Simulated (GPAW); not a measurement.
# The basis that the transmission of benzene-1,3-dithiol between two Cu chains needs, part 2 of 2

How well does benzene-1,3-dithiol between two Cu chains conduct at low bias, and how far do basis and functional move the answer?

GPAW 26.7.0; GPAW LCAO, PAW setups; Landauer transmission from Green's functions with principal layers (ASE), zero bias.

So far, transmission at the Fermi level (one spin): step 2 (GPAW, dzp, PBE, GPAW) 0.217; step 3 (basis szp(dzp), PBE, GPAW) 0.0443; step 4 (basis sz(dzp), PBE, GPAW) 0.00954; step 5 (LDA) 0.237. Also open channels of the lead at the Fermi level (one spin): step 3 1; step 5 1.

### Step 8. Mixing 0.02, potential alignment off

Mixing changes the road to self-consistency, not its end. The mixing history changes the road to self-consistency, not its end. Without the shift, lead and junction are matched by their Fermi levels alone. The lead's own mesh along the current sets its density and potential; where the lead is aligned to the junction's end layer, a rigid shift drops out.

This step: GPAW LCAO, PAW setups; Landauer transmission from Green's functions with principal layers (ASE), zero bias (GPAW 26.7.0).

Contents of run.py:

```python
import json
import numpy as np
from ase import Atoms
from ase.transport.calculators import TransportCalculator
from gpaw import GPAW, FermiDirac
from gpaw.lcao.tools import get_lcao_hamiltonian
from scipy.linalg import eigh

# The junction with lead layers at both ends, along the third cell vector
device = Atoms(
    ['Cu', 'Cu', 'Cu', 'Cu', 'Cu', 'S', 'H', 'C', 'C', 'H', 'C', 'C', 'H', 'C', 'C', 'H', 'S', 'Cu', 'Cu', 'Cu', 'Cu', 'Cu'],
    positions=[
        [8.74756, 4.50000, 1.15000],
        [8.74756, 4.50000, 3.45000],
        [8.74756, 4.50000, 5.75000],
        [8.74756, 4.50000, 8.05000],
        [8.74756, 4.50000, 10.35000],
        [10.18830, 5.65840, 11.73510],
        [13.01561, 5.65800, 12.35495],
        [11.06301, 5.64525, 13.28535],
        [12.46014, 5.65183, 13.29025],
        [9.27943, 5.66675, 14.49842],
        [10.36623, 5.64934, 14.49842],
        [13.15799, 5.65422, 14.49843],
        [14.24513, 5.66161, 14.49844],
        [12.46013, 5.65185, 15.70661],
        [11.06300, 5.64527, 15.71150],
        [13.01559, 5.65802, 16.64191],
        [10.18827, 5.65843, 17.26174],
        [8.74756, 4.50000, 18.64684],
        [8.74756, 4.50000, 20.94684],
        [8.74756, 4.50000, 23.24684],
        [8.74756, 4.50000, 25.54684],
        [8.74756, 4.50000, 27.84684]],
    cell=[[17.49513, 0.0, 0.0], [0.0, 9.0, 0.0], [0.0, 0.0, 28.99684]],
    pbc=True)

# One principal layer of the lead: the first 3 atoms of the device
lead = Atoms(
    ['Cu', 'Cu', 'Cu'],
    positions=[
        [8.74756, 4.50000, 1.15000],
        [8.74756, 4.50000, 3.45000],
        [8.74756, 4.50000, 5.75000]],
    cell=[[17.49513, 0.0, 0.0], [0.0, 9.0, 0.0], [0.0, 0.0, 6.9]],
    pbc=True)

settings = dict(mode='lcao', basis='dzp', xc='PBE', h=0.2,
                occupations=FermiDirac(0.1), maxiter=250,
                mixer=dict(beta=0.02, nmaxold=12, weight=100.0),
                convergence=dict(density=0.0001))
energies = np.arange(-2, 2 + 1e-9, 0.05)
eta = 0.0001
n1, n2 = 1, 1
# k and -k transmit alike, so half of the mesh across the current serves
mesh = [(i, j) for i in range(n1) for j in range(n2) if (i, j) <= (-i % n1, -j % n2)]
weights = np.array([1 if (i, j) == (-i % n1, -j % n2) else 2 for i, j in mesh]) / (n1 * n2)

# [... helper functions left out ...]
fermi_lead = ground_state(lead, (1, 1, 4), 'lead.txt')
fermi_device = ground_state(device, (1, 1, 3), 'device.txt')
# [... loop over the mesh left out, but for ...]
        # Lead and device are aligned by their Fermi levels alone
        shift = 0.0
# [...]
kT = 8.617333e-5 * 300
bias = [0.1, 0.2, 0.5, 1.0, 1.5, 2.0]
# [... integrals and printing left out ...]
```

Run with:

```sh
$ OMP_NUM_THREADS=1 OPENBLAS_NUM_THREADS=1 python run.py
```

Log:

```text
basis functions: device 274, principal layer 45
Fermi level: lead -4.1111 eV, device -4.0488 eV; lead shifted by 0.0000 eV
largest coupling past the next layer 4.59e-05 eV, largest misfit of the first layer 0.043 eV
  E-E_F (eV)   T (one spin)  [channel counts left out]
    -2.000    3.6200e-09
    -1.950    7.5785e-04
    -1.900    3.4486e-03
    -1.850    1.1252e-02
    -1.800    4.7467e-02
    -1.750    7.0923e-01
    -1.700    1.6808e-01
    -1.650    1.1062e-01
    -1.600    7.1463e-02
    -1.550    5.4822e-02
    -1.500    5.3593e-02
    -1.450    6.4998e-02
    -1.400    8.9072e-02
    -1.350    1.1376e-01
    -1.300    1.0065e-01
    -1.250    5.0107e-02
[...]
1.650    9.4033e-05
     1.700    7.5511e-05
     1.750    5.9300e-05
     1.800    4.5251e-05
     1.850    3.3245e-05
     1.900    2.3182e-05
     1.950    1.4987e-05
     2.000    8.6022e-06
conductance at 300 K: 0.27185 G0 a cell; thermopower 91.73 uV/K
current from the zero-bias T(E) at 0.1 V: 2.2198 uA
current from the zero-bias T(E) at 0.2 V: 4.9812 uA
current from the zero-bias T(E) at 0.5 V: 14.747 uA
current from the zero-bias T(E) at 1.0 V: 30.503 uA
current from the zero-bias T(E) at 1.5 V: 48.597 uA
current from the zero-bias T(E) at 2.0 V: 54.277 uA
```

It took 2 min on 1 thread of Intel Xeon at 2.80GHz (Skylake/Cascade Lake), shared host; peak memory 1.7 GiB.

The run finished with changed settings (beta = 0.02, nmaxold = 12, align = false and lead_nz = 4); it serves as a test.

Side by side:

```tsv
quantity	this run	sound run	difference
conductance (G₀)	0.27185	0.26506	0.00679
largest coupling past the next principal layer (eV)	4.595e-5	4.594e-5	5.0e-9
largest misfit of the first principal layer (eV)	0.043026	0.026889	0.0161
shift that aligns the lead (eV)	0	-0.0031460	0.00315
transmission at the Fermi level (one spin)	0.22505	0.21749	0.00756
```

### Step 9. A second varied run

A last run, with other settings again.

run.py: that of step 8 with these lines changed.

```diff
@@ -48,4 +48,4 @@
 settings = dict(mode='lcao', basis='dzp', xc='PBE', h=0.2,
-                occupations=FermiDirac(0.1), maxiter=250,
-                mixer=dict(beta=0.02, nmaxold=12, weight=100.0),
+                occupations=FermiDirac(1.0), maxiter=100,
+                mixer=dict(beta=0.1, nmaxold=8, weight=100.0),
                 convergence=dict(density=0.0001))
@@ -59,7 +59,7 @@
 # [... helper functions left out ...]
-fermi_lead = ground_state(lead, (1, 1, 4), 'lead.txt')
+fermi_lead = ground_state(lead, (1, 1, 16), 'lead.txt')
 fermi_device = ground_state(device, (1, 1, 3), 'device.txt')
 # [... loop over the mesh left out, but for ...]
-        # Lead and device are aligned by their Fermi levels alone
-        shift = 0.0
+        # Shift the lead onto the potential of the device's first layer
+        shift = ((H[:, 0, 0] - H0[:, 0, 0]) / S0[0, 0]).real.mean()
 # [...]
```

Log:

```text
basis functions: device 274, principal layer 45
Fermi level: lead -2.8107 eV, device -2.9212 eV; lead shifted by 0.0225 eV
largest coupling past the next layer 4.28e-05 eV, largest misfit of the first layer 0.020 eV
  E-E_F (eV)   T (one spin)  channels
    -2.000    9.8265e-01    1.0000
    -1.950    5.1853e-01    1.0000
    -1.900    2.3404e-01    1.0000
    -1.850    1.3570e-01    1.0000
    -1.800    1.4437e-01    1.0000
    -1.750    9.4887e-01    1.0000
    -1.700    1.5001e-01    1.0000
    -1.650    2.5471e-01    1.0000
    -1.600    6.1965e-01    1.0000
    -1.550    9.6174e-01    1.0000
    -1.500    9.8781e-01    1.0000
    -1.450    9.7505e-01    1.0000
    -1.400    9.9696e-01    1.0000
    -1.350    9.3114e-01    1.0000
    -1.300    6.7931e-01    1.0000
    -1.250    4.0239e-01    1.0000
[...]
1.650    2.7472e-05    1.0000
     1.700    3.9019e-05    1.0000
     1.750    5.2889e-05    1.0000
     1.800    6.9212e-05    1.0000
     1.850    8.8078e-05    1.0000
     1.900    1.0950e-04    1.0000
     1.950    1.3330e-04    1.0000
     2.000    1.5900e-04    1.0000
conductance at 300 K: 0.00095721 G0 a cell; thermopower 17.52 uV/K
current from the zero-bias T(E) at 0.1 V: 0.0074353 uA
current from the zero-bias T(E) at 0.2 V: 0.014984 uA
current from the zero-bias T(E) at 0.5 V: 0.03954 uA
current from the zero-bias T(E) at 1.0 V: 0.096968 uA
current from the zero-bias T(E) at 1.5 V: 0.21516 uA
current from the zero-bias T(E) at 2.0 V: 0.5982 uA
```

Elapsed: 100 s, on 1 thread; peak memory 1.5 GiB.

The run finished. A setting was moved off its sound value on purpose, so it serves as a test and not as the result.

The fault put into the input: a smearing of electronvolts (width = 1.0).

The two runs compared:

```tsv
quantity	this run	sound run	difference
conductance (G₀)	9.572e-4	0.26506	-0.264
largest coupling past the next principal layer (eV)	4.279e-5	4.594e-5	-3.2e-6
largest misfit of the first principal layer (eV)	0.019545	0.026889	-0.00734
shift that aligns the lead (eV)	0.022516	-0.0031460	0.0257
transmission at the Fermi level (one spin)	9.508e-4	0.21749	-0.217
```

One result that differs is the conductance, 9.6e-4 G₀ against 0.265 G₀.

### Step 10. Results

```json
{"conductance": "0.265 G₀", "transmission at the Fermi level, mean of the spins": "0.217"}
```

**Reading.** In the dzp basis the junction conducts 0.265 G₀ at 300 K, with T = 0.217 a spin at the Fermi level; no smaller basis tried comes within 10 % of that conductance. The conductance differs from T at the Fermi level because it averages T(E) over the thermal window, about 0.09 eV wide, in which T changes. At the Fermi level one eigenchannel carries the current (0.22). Measured against the first run (dzp), the nearest curve is that of dzp-LDA (r.m.s. 0.046) and the farthest that of sz (0.22). Over the compared runs wall time goes from 123 s (sz) to 138 s (szp), on a shared host. The geometry was built from estimated bond lengths and not relaxed, so the numbers describe this model structure. Semilocal functionals put molecular levels too near the Fermi level, so such conductances usually come out too high, and chain electrodes have a sharper density of states than real ones. An evenly spaced straight chain is an idealisation: free chains tend to dimerise, zigzag or, where a band edge lies near the Fermi level, turn magnetic. The currents use the zero-bias T(E) throughout, which holds only while the bias is small against the distance to the nearest feature. Within about eight thermal energies of the Fermi level ln T(E) bends sharply from one computed energy to the next, or the lead's channel count changes, so the thermal averages, above all the thermopower, rest on an interpolation that may be rough.

[Logs are printed without paths, hosts, clocks, repeated set-up lines and the standing remarks that a program may print on its own settings, such as how far it seeks lower states.]

[Hosts, paths, dates, database ids (printed as entryN), source tags and the programs' standing remarks are cut or masked in the printed files.]
